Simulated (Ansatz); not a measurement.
**ZnAs2 (P2_1/c): how G0W0 depends on its starting point**

One-shot GW is not self-consistent; how far does the start matter for ZnAs2 (P2_1/c)?

Calculated with Ansatz 0.2.0; G0W0 on several functionals, plane waves, PAW.

In doubt: masses and optical values from hybrid runs of this build are listed as unsure (steps 3, 4), which bears on the screening that GW takes from such a start.

## (1) The starting structure

It takes space group P2_1/c (No. 14, monoclinic). Conventional cell: a = 9.287 Å, b = 7.691 Å, c = 8.010 Å, α = 90.00°, β = 102.28°, γ = 90.00°. Nearest to Zn lie 4 As at 2.46 to 2.53 Å. Zn has 4 As at 2.42 to 2.50 Å nearest. As has 2 As at 2.41 to 2.42 Å and 2 Zn at 2.45 to 2.50 Å nearest. Nearest to As lie 2 As at 2.42 to 2.45 Å and 2 Zn at 2.46 to 2.51 Å. As has 2 As at 2.41 Å and 2 Zn at 2.42 to 2.43 Å nearest. Nearest to As lie 2 As at 2.41 to 2.45 Å and 2 Zn at 2.50 to 2.53 Å. Farther neighbours are not listed.

The cell and positions come from the Crystallography Open Database and are kept as given unless a step says otherwise.

## (2) G0W0 on r2SCAN

Now the one-shot GW correction: screening in the RPA, then the self-energy of the levels asked for. This step takes hard PAW files.

This step: G0W0 on r2SCAN, plane waves, PAW.

The input, input.yaml:

```yaml
crystal:
  lattice:
    - [9.287, 0.0, 0.0]
    - [0.0, 7.691, 0.0]
    - [-1.7036414537, 0.0, 7.8267302111]
  atoms:
    - { symbol: Zn, position: [0.3925, 0.0963, 0.2207] }
    - { symbol: Zn, position: [0.6075, 0.5963, 0.2793] }
    - { symbol: Zn, position: [0.6075, 0.9037, 0.7793] }
    - { symbol: Zn, position: [0.3925, 0.4037, 0.7207] }
    - { symbol: Zn, position: [0.0809, 0.7479, 0.3957] }
    - { symbol: Zn, position: [0.9191, 0.2479, 0.1043] }
    - { symbol: Zn, position: [0.9191, 0.2521, 0.6043] }
    - { symbol: Zn, position: [0.0809, 0.7521, 0.8957] }
    - { symbol: As, position: [0.2414, 0.4918, 0.4368] }
    - { symbol: As, position: [0.7586, 0.9918, 0.0632] }
    - { symbol: As, position: [0.7586, 0.5082, 0.5632] }
    - { symbol: As, position: [0.2414, 0.0082, 0.9368] }
    - { symbol: As, position: [0.3803, 0.4224, 0.2226] }
    - { symbol: As, position: [0.6197, 0.9224, 0.2774] }
    - { symbol: As, position: [0.6197, 0.5776, 0.7774] }
    - { symbol: As, position: [0.3803, 0.0776, 0.7226] }
    - { symbol: As, position: [0.0691, 0.2532, 0.3919] }
    - { symbol: As, position: [0.9309, 0.7532, 0.1081] }
    - { symbol: As, position: [0.9309, 0.7468, 0.6081] }
    - { symbol: As, position: [0.0691, 0.2468, 0.8919] }
    - { symbol: As, position: [0.2401, 0.013, 0.4345] }
    - { symbol: As, position: [0.7599, 0.513, 0.0655] }
    - { symbol: As, position: [0.7599, 0.987, 0.5655] }
    - { symbol: As, position: [0.2401, 0.487, 0.9345] }
kpoints:
  mp_grid: { grid: [2, 2, 2] }
hamiltonian:
  xc: r2scan
  pseudopotentials: { kind: paw, source: ansatz }
scf:
  occupations: { method: fixed }
gw:
  n_empty_bands: 1464
  ecut_chi: 110.0
  qp_bands: [v4, c4]
  qp_kpoints: band_edges
  screening: { model: contour_deformation }
```

Command:

```
> ansatz run input.yaml --threads 32 --pin off --max-ram 129024MiB --backend cuda --events-out ev --progress --plain --runs-dir out --devices 1 --max-vram 157GiB  # rebuilt from the run's record
```

Numbers of over 12 decimals in the logs are rounded to 6 here.

What it wrote:

```text
GPUs: using 1 of 1 available (devices: 1).
Engine: ansatz 0.2.0, aarch64-unknown-linux-gnu
Pseudopotentials: kind: paw
Pseudopotential: Zn, paw, valence charge 20, recommended cutoff 660 eV (normal), Zn.paw.azcp
Pseudopotential: As, paw, valence charge 15, recommended cutoff 550 eV (normal), As.paw.azcp
Functional definition: r2SCAN
  parameter k0 = 0.174
  parameter k1 = 0.065
  parameter a1 = 4.9479
  exchange = r2scan_x(k0 = k0, k1 = k1, a1 = a1)
  correlation = r2scan_c
[...]
Crystal: 24 atoms, lattice volume = 559.035 Å³
Basis set: ecut = 660 eV, 21525 PW (Γ), exchange–correlation on 320×288×288 points (64 copies of the dense FFT grid, shifted against one another)
Bands: 240, of which v1, the nominal top of the filled ones, is band 200 counted from 1 (199 counted from 0)
Symmetry: 4 space group operations
Space group: P21/c (ITA 14), of the structure as read, at distance tolerance 8.2e-5 Å
k-points: 8
Non-local potential: Zn, projectors of the file, l = 0: 3, l = 1: 3, l = 2: 3, l = 3: 1
Non-local potential: As, projectors of the file, l = 0: 2, l = 1: 2, l = 2: 3, l = 3: 1
PAW form: soft (Blöchl's): semilocal exchange-correlation on the pseudo side does not see the compensation charge
PAW frozen core: Zn, regenerated for the run's functional (the file was generated under x = pbe(κ = 0.804, μ = 0.219515), c = pbe(β = 0.066725))
PAW frozen core: As, regenerated for the run's functional (the file was generated under x = pbe(κ = 0.804, μ = 0.219515), c = pbe(β = 0.066725))
PAW one-centre angular grid: Zn, 590 points (default); XC on 224 Gauss nodes
PAW one-centre angular grid: As, 590 points (default); XC on 160 Gauss nodes
Initial density: superposition of atomic densities (chi_scale 0.1, normalization cell, long waves kept (reshape's long-wave potential 0.05 eV rms))
Initial wavefunctions: pseudopotential atomic-orbital guess
[...]
Functional: x = r2scan, c = r2scan; τ floored in thin density (d = 2e-4 eV/Å³)
SCF iter   1: F=—  HF=-137760.796124 eV  |F-HF|=—  |Δ(HF+E_count)|=         —  Δρ=6.77e-2  dr2=1.99e1  dr2_τ=9.12e-2  ethr=3.10e-3  ⟨swp⟩=4.4  Hψ=5478  notcnv=0  defer=287
preconditioner: auto → Resta (q_TF=auto, 2.580 Å⁻¹)  ε∞=3.9  [insulator: Δε(μ)=0.693 eV  Ē_g=12.158 eV  n_scr=168 (ndim 8)  ℏωp=20.8 eV  f_vac=0.105  ε∞_Penn≈3.9]
SCF iter   2: F=—  HF=-137756.537585 eV  |F-HF|=—  |Δ(HF+E_count)|=    4.26e0  Δρ=2.66e-2  dr2=2.58e0  dr2_τ=3.85e-1  ethr=3.10e-3  ⟨swp⟩=2.0  Hψ=3849  notcnv=0  defer=279
SCF iter   3: F=—  HF=-137755.931280 eV  |F-HF|=—  |Δ(HF+E_count)|=   6.06e-1  Δρ=1.56e-2  dr2=1.28e0  dr2_τ=2.16e-2  ethr=6.46e-4  ⟨swp⟩=2.0  Hψ=3765  notcnv=0  defer=299
SCF iter   4: F=—  HF=-137755.772083 eV  |F-HF|=—  |Δ(HF+E_count)|=   1.59e-1  Δρ=3.89e-3  dr2=7.34e-2  dr2_τ=1.02e-3  ethr=3.19e-4  ⟨swp⟩=2.0  Hψ=2257  notcnv=0  defer=299
SCF iter   5: F=—  HF=-137755.775936 eV  |F-HF|=—  |Δ(HF+E_count)|=   3.85e-3  Δρ=1.21e-3  dr2=8.06e-3  dr2_τ=2.79e-4  ethr=1.83e-5  ⟨swp⟩=2.0  Hψ=3762  notcnv=0  defer=302
SCF iter   6: F=—  HF=-137755.775991 eV  |F-HF|=—  |Δ(HF+E_count)|=   5.53e-5  Δρ=8.44e-4  dr2=2.47e-3  dr2_τ=6.58e-5  ethr=2.02e-6  ⟨swp⟩=2.0  Hψ=3210  notcnv=0  defer=302
[...]
SCF iter  10: F=—  HF=-137755.775825 eV  |F-HF|=—  |Δ(HF+E_count)|=   5.96e-6  Δρ=1.02e-5  dr2=7.98e-7  dr2_τ=3.32e-8  ethr=1.41e-9  ⟨swp⟩=2.0  Hψ=2921  notcnv=0  defer=279
SCF iter  11: F=—  HF=-137755.775825 eV  |F-HF|=—  |Δ(HF+E_count)|=   2.49e-8  Δρ=8.11e-6  dr2=2.93e-7  dr2_τ=5.08e-9  ethr=1.99e-10  ⟨swp⟩=2.0  Hψ=2985  notcnv=0  defer=279
SCF iter  12: F=-137755.775825 eV  HF=-137755.775825 eV  |F-HF|=7.42e-9  |Δ(HF+E_count)|=   1.77e-8  Δρ=2.40e-6  dr2=2.22e-8  dr2_τ=4.47e-10  ethr=2.50e-11  ⟨swp⟩=9.1  Hψ=9138  notcnv=0
SCF 1 converged in 12 iterations: F = -137755.775825 eV  dr2 = 2.22e-8
  greatest PAW one-centre occupation: 0.999 electrons in one spin orbital (limit 2), on the Zn atom at site 2 (counted from 0), in its partial waves of l = 0
[...]
NSCF: frozen V_eff on 8 k-points
[...]
SCF converged after 12 iterations
[...]
0   204      9.9354   -10.3695    -3.8488   -14.4331  0.7433    10.1544    10.1501  root
     1   197      7.0786   -16.6894     1.7085   -14.6899  0.7349     6.7780     6.7877  root
     1   198      7.0786   -16.6894     1.7085   -14.6899  0.7349     6.7780     6.7877  root
     1   199      7.3068   -17.0382     1.5682   -15.2006  0.7383     7.0298     7.0374  root
     1   200      7.3068   -17.0382     1.5682   -15.2006  0.7383     7.0298     7.0374  root
     1   201      9.8892    -9.6304    -3.7501   -13.5291  0.7515    10.0394    10.0378  root
     1   202      9.8892    -9.6304    -3.7501   -13.5291  0.7515    10.0394    10.0378  root
     1   203     10.2632    -9.0711    -3.7638   -12.9508  0.7484    10.3801    10.3791  root
     1   204     10.2632    -9.0711    -3.7638   -12.9508  0.7484    10.3801    10.3791  root
     2   197      7.5080   -17.7577     1.5232   -15.9812  0.7417     7.2483     7.2546  root
     2   198      7.5080   -17.7577     1.5232   -15.9812  0.7417     7.2483     7.2546  root
     2   199      8.2180   -17.7204     1.4947   -15.9513  0.7437     7.9356     7.9436  root
     2   200      8.2180   -17.7204     1.4947   -15.9513  0.7437     7.9356     7.9436  root
     2   201      9.2571    -9.1871    -3.5399   -12.8238  0.7516     9.3545     9.3539  root
     2   202      9.2571    -9.1871    -3.5399   -12.8238  0.7516     9.3545     9.3539  root
     2   203      9.5630   -10.3752    -3.7720   -14.3536  0.7497     9.7730     9.7693  root
     2   204      9.5630   -10.3752    -3.7720   -14.3536  0.7497     9.7730     9.7693  root
     3   197      6.9504   -16.5274     1.6558   -14.5884  0.7343     6.6582     6.6672  root
     3   198      6.9504   -16.5274     1.6558   -14.5884  0.7343     6.6582     6.6672  root
     3   199      7.2017   -16.8482     1.6485   -14.9144  0.7366     6.9073     6.9164  root
     3   200      7.2017   -16.8482     1.6485   -14.9144  0.7366     6.9073     6.9164  root
     3   201      9.9689    -8.8230    -3.6027   -12.5126  0.7528    10.0563    10.0558  root
     3   202      9.9689    -8.8230    -3.6027   -12.5126  0.7528    10.0563    10.0558  root
     3   203      9.9689    -8.8230    -3.6027   -12.5126  0.7528    10.0563    10.0558  root
[...]
7   197      7.1264   -16.9895     1.6287   -15.0816  0.7373     6.8386     6.8471  root
     7   198      7.1264   -16.9895     1.6287   -15.0816  0.7373     6.8386     6.8471  root
     7   199      7.3460   -17.1333     1.6178   -15.2347  0.7383     7.0566     7.0652  root
     7   200      7.3460   -17.1333     1.6178   -15.2347  0.7383     7.0566     7.0652  root
     7   201     10.2234    -9.3392    -3.7493   -13.2249  0.7470    10.3612    10.3598  root
     7   202     10.2234    -9.3392    -3.7493   -13.2249  0.7470    10.3612    10.3598  root
     7   203     10.3184    -8.9438    -3.7627   -12.8093  0.7493    10.4218    10.4211  root
     7   204     10.3184    -8.9438    -3.7627   -12.8093  0.7493    10.4218    10.4211  root
```

Wall time 68 s (1 × NVIDIA GB200 with 32 threads of Arm Neoverse V2, shared host); peak memory 15 GiB.

Numbers from this step:

- bands summed: 1664
- RPA ε∞ on this mesh (eigenvalues): 12.85, 14.09, 35.43
- plane waves in the screening matrix: 1481
- q-points in the mesh: 8
- G0W0 gap on the mesh: 0.8885 eV
- k of the valence top: 0, 0, 0
- k of the conduction bottom: 0, 0, 0
- starting gap on the mesh: 0.4947 eV
- Z at the valence top: 0.7453
- Z at the conduction bottom: 0.7553
- least direct G0W0 gap on the computed points: 0.8885 eV

The gap on the mesh goes from 0.49 eV to 0.89 eV, a correction of +0.39 eV. Between the two edge states, bare exchange in place of the xc potential would open the gap by 5.25 eV, and correlation takes back 4.85 eV.

## (3) G0W0 on HSE06

The same correction from a different start measures what one shot leaves open.

This step: G0W0 on HSE06, plane waves, PAW.

input.yaml: that of step 2 with these lines changed.

```diff
@@ -33,3 +33,3 @@
 hamiltonian:
-  xc: r2scan
+  xc: hse06
   pseudopotentials: { kind: paw, source: ansatz }
```

What it wrote:

```text
GPUs: using 1 of 1 available (devices: 1).
[...]
davidson cushion auto → on  (no smearing: the cushion is to keep the highest requested band from converging to the state above it; pin scf.eigensolver.cushion to override)
[...]
Crystal: 24 atoms, lattice volume = 559.035 Å³
Basis set: ecut = 660 eV, 21525 PW (Γ)
Bands: 240, of which v1, the nominal top of the filled ones, is band 200 counted from 1 (199 counted from 0)
[... 1 set-up line as in the run before ...]
[...]
k-points: 8
[...]
SCF iter   1: F=—  HF=-137571.468506 eV  |F-HF|=—  |Δ(HF+E_count)|=         —  Δρ=6.12e-2  dr2=1.76e1  ethr=1.00e-1  ⟨swp⟩=7.5  Hψ=5718  notcnv=0
[...]
SCF iter   2: F=—  HF=-137570.200348 eV  |F-HF|=—  |Δ(HF+E_count)|=    1.27e0  Δρ=5.14e-2  dr2=9.53e0  ethr=4.40e-3  ⟨swp⟩=5.0  Hψ=5834  notcnv=0
[...]
SCF iter   9: F=-137567.144559 eV  HF=-137567.144556 eV  |F-HF|=3.23e-6  |Δ(HF+E_count)|=   9.05e-6  Δρ=4.39e-5  dr2=4.31e-6  ethr=1.57e-8  ⟨swp⟩=3.2  Hψ=5162  notcnv=0
SCF 1 stopped early in 9 iterations: F = -137567.144559 eV  dr2 = 4.31e-6
[...]
Exchange kernel: α = 0.2500, screened, ω = 0.2079 Å⁻¹, Wigner–Seitz truncation, v(0) = 1036.3254 eV·Å³, q-mesh 2×2×2, nearest image of the exchange supercell L = 15.38 Å, pair-density grid 60×48×50, without the augmentation charges, whose exchange is taken in its separable form by FFT convolution over the k-point mesh (sized by the pseudopotential files, 80×72×72 at the most), smooth part of the exact exchange by density-matrix convolution in up to 33.61 GiB of GPU memory as planned if the GPU has room (build and FFT work areas not counted)
Frozen-core exchange: fock
SCF iter   1: F=—  HF=-137586.609603 eV  |F-HF|=—  |Δ(HF+E_count)|=         —  Δρ=1.95e-2  dr2=1.14e0  ethr=1.08e-8  ⟨swp⟩=10.1  Hψ=13162  notcnv=0
[...]
SCF iter   2: F=—  HF=-137586.226581 eV  |F-HF|=—  |Δ(HF+E_count)|=   3.83e-1  Δρ=3.36e-3  dr2=7.71e-2  ethr=1.08e-8  ⟨swp⟩=6.0  Hψ=10385  notcnv=0
[...]
hybrid outer 1: dexx = +1.600e-1 eV, tail = 6.85e-4 eV
[...]
SCF 3 converged in 5 iterations: F = -137586.356328 eV  dr2 = 4.73e-8
hybrid outer 2: dexx = +9.379e-6 eV, tail = 2.54e-7 eV, Δε = 8.64e-3 eV (about 2.50e-4 eV left of the loop's levels)
[...]
0   204     10.2412    -9.9409    -3.7730   -13.7461  0.7777    10.2735    10.2734  root
     1   197      6.8314   -16.2640     1.5367   -14.5459  0.7695     6.6492     6.6500  root
     1   198      6.8314   -16.2640     1.5367   -14.5459  0.7695     6.6492     6.6500  root
     1   199      7.0857   -16.6184     1.4158   -15.0244  0.7724     6.9068     6.9075  root
     1   200      7.0857   -16.6184     1.4158   -15.0244  0.7724     6.9068     6.9075  root
     1   201     10.1515    -9.1755    -3.6701   -12.8287  0.7853    10.1346    10.1346  root
     1   202     10.1515    -9.1755    -3.6701   -12.8287  0.7853    10.1346    10.1346  root
     1   203     10.5342    -8.6017    -3.6887   -12.2310  0.7826    10.4748    10.4747  root
[...]
7   201     10.4953    -8.8925    -3.6687   -12.5247  0.7814    10.4589    10.4588  root
     7   202     10.4953    -8.8925    -3.6687   -12.5247  0.7814    10.4589    10.4588  root
     7   203     10.5840    -8.4836    -3.6749   -12.0914  0.7841    10.5170    10.5169  root
     7   204     10.5840    -8.4836    -3.6749   -12.0914  0.7841    10.5170    10.5169  root
```

Wall time 6.4 min (1 × NVIDIA GB200 with 32 threads); peak memory 13 GiB; 26 min of CPU time.

This step gave:

| Quantity | Value |
| --- | --- |
| bands summed | 1664 |
| RPA ε∞ on this mesh (eigenvalues) | 9.990, 10.06, 15.29 |
| plane waves in the screening matrix | 1481 |
| q-points in the mesh | 8 |
| G0W0 gap on the mesh | 1.095 eV |
| k of the valence top | 0, 0, 0 |
| k of the conduction bottom | 0, 0, 0 |
| starting gap on the mesh | 0.9319 eV |
| Z at the valence top | 0.7789 |
| Z at the conduction bottom | 0.7891 |
| least direct G0W0 gap on the computed points | 1.095 eV |

Against the run with 2×2×2 mesh, 1464 empty bands, screening to 110 eV, hard PAW files on r2SCAN, the gap moves by +0.21 eV, while the start moved by +0.44 eV.

## (4) G0W0 on PBE0

This step: G0W0 on PBE0, plane waves, PAW.

input.yaml: that of step 3 with these lines changed.

```diff
@@ -33,3 +33,3 @@
 hamiltonian:
-  xc: hse06
+  xc: pbe0
   pseudopotentials: { kind: paw, source: ansatz }
```

What it wrote:

```text
GPUs: using 1 of 1 available (devices: 1).
[...]
Crystal: 24 atoms, lattice volume = 559.035 Å³
Basis set: ecut = 660 eV, 21525 PW (Γ)
Bands: 240, of which v1, the nominal top of the filled ones, is band 200 counted from 1 (199 counted from 0)
[... 1 set-up line as in the run before ...]
[...]
k-points: 8
[...]
1   201     10.4785    -9.1587    -3.5813   -12.4966  0.8051    10.2357    10.2350  root
     1   202     10.4785    -9.1587    -3.5813   -12.4966  0.8051    10.2357    10.2350  root
     1   203     10.8736    -8.5756    -3.5900   -11.8707  0.8030    10.5797    10.5786  root
[...]
7   201     10.8309    -8.8601    -3.5734   -12.1646  0.8019    10.5630    10.5621  root
     7   202     10.8309    -8.8601    -3.5734   -12.1646  0.8019    10.5630    10.5621  root
     7   203     10.9157    -8.4464    -3.5797   -11.7284  0.8046    10.6191    10.6180  root
     7   204     10.9157    -8.4464    -3.5797   -11.7284  0.8046    10.6191    10.6180  root
```

The job ended after 6.4 min (1 × NVIDIA GB200 with 32 threads; peak memory 13 GiB).

Numbers from this step:

* bands summed: 1664
* RPA ε∞ on this mesh (eigenvalues): 8.181, 8.316, 10.93
* plane waves in the screening matrix: 1481
* G0W0 gap on the mesh: 1.276 eV
* k of the valence top: 0, 0, 0
* k of the conduction bottom: 0, 0, 0
* starting gap on the mesh: 1.585 eV
* least direct G0W0 gap on the computed points: 1.276 eV

Against the run with 2×2×2 mesh, 1464 empty bands, screening to 110 eV, hard PAW files on HSE06, the gap moves by +0.18 eV, while the start moved by +0.65 eV.

## (5) The starts together

All on the 2×2×2 mesh with 1464 empty bands and screening to 110 eV. Times are wall times on 1 × NVIDIA GB200 with 32 threads of Arm Neoverse V2, shared host, good to a factor of about two.

```tsv
start	starting gap (eV)	shift (eV)	G0W0 gap (eV)	RPA ε∞ (harmonic mean)	Z (valence, conduction)	time
r2SCAN	0.49	+0.39	0.89	16.95	0.75, 0.76	68 s
HSE06	0.93	+0.16	1.10	11.33	0.78, 0.79	6.4 min
PBE0	1.59	−0.31	1.28	8.98	0.80, 0.81	6.4 min
```

How the two edges are built up, in eV (the quasiparticle level is the starting level plus Σx plus Σc less Vxc):

```tsv
run	edge	start	Σx	Σc	Vxc	Z	QP
r2SCAN	valence top	8.33	-17.41	1.38	-15.74	0.75	8.05
r2SCAN	conduction bottom	8.82	-9.70	-3.47	-13.29	0.76	8.94
HSE06	valence top	8.12	-17.01	1.26	-15.56	0.78	7.93
HSE06	conduction bottom	9.05	-9.18	-3.44	-12.59	0.79	9.03
PBE0	valence top	7.78	-17.05	1.19	-15.92	0.80	7.84
PBE0	conduction bottom	9.36	-9.17	-3.36	-12.29	0.81	9.12
```

For a hybrid start, Vxc holds its share of exact exchange.

## (6) Results

```yaml
g0w0_r2scan: 0.89 eV (start 0.49 eV)
g0w0_hse06: 1.10 eV (start 0.93 eV)
g0w0_pbe0: 1.28 eV (start 1.59 eV)
known_limits: not at the basis limit; no spin-orbit coupling; coarse k mesh
```

**Reading.** The starting gaps span 1.09 eV and the G0W0 gaps 0.39 eV. Between r2SCAN and PBE0, 0.39 eV of the 1.09 eV survives, 36 %. On PBE0 the correction is negative: that start lies above its own G0W0 value. The smallest correction, +0.16 eV, is on HSE06, the start nearest to reproducing itself. Bands and cutoff are finite, so the gap is not at the basis limit. The miss can reach some tenths of an eV and take either sign; the mesh is an error of its own. The 2×2×2 mesh is coarse for this cell (its supercell is 15 Å along the shortest edge). The RPA ε∞ on it, from the r2SCAN start, is 12.85, 14.09 and 35.43; such meshes misread the long-range screening, most where the gap is narrow. The program warns that the mesh is coarse for exact exchange, which bears on the hybrid start's gap. The many-body steps are scalar-relativistic: spin-orbit coupling is not in them.

[Paths, hosts, dates, memory and timing lines, banners, echoed tables and standing remarks are left out of the program output.]

[Logs are printed without paths, hosts, clocks, repeated set-up lines and the standing remarks that a program may print on its own settings, such as how far it seeks lower states.]

[Runs of the session that timed out or met a known fault of the program may be left out.]

[Cells called generated may have been cut or substituted from an entry of the Crystallography Open Database or the Materials Project.]

[Hosts, paths, dates, database ids (printed as entryN), source tags and the programs' standing remarks are cut or masked in the printed files.]
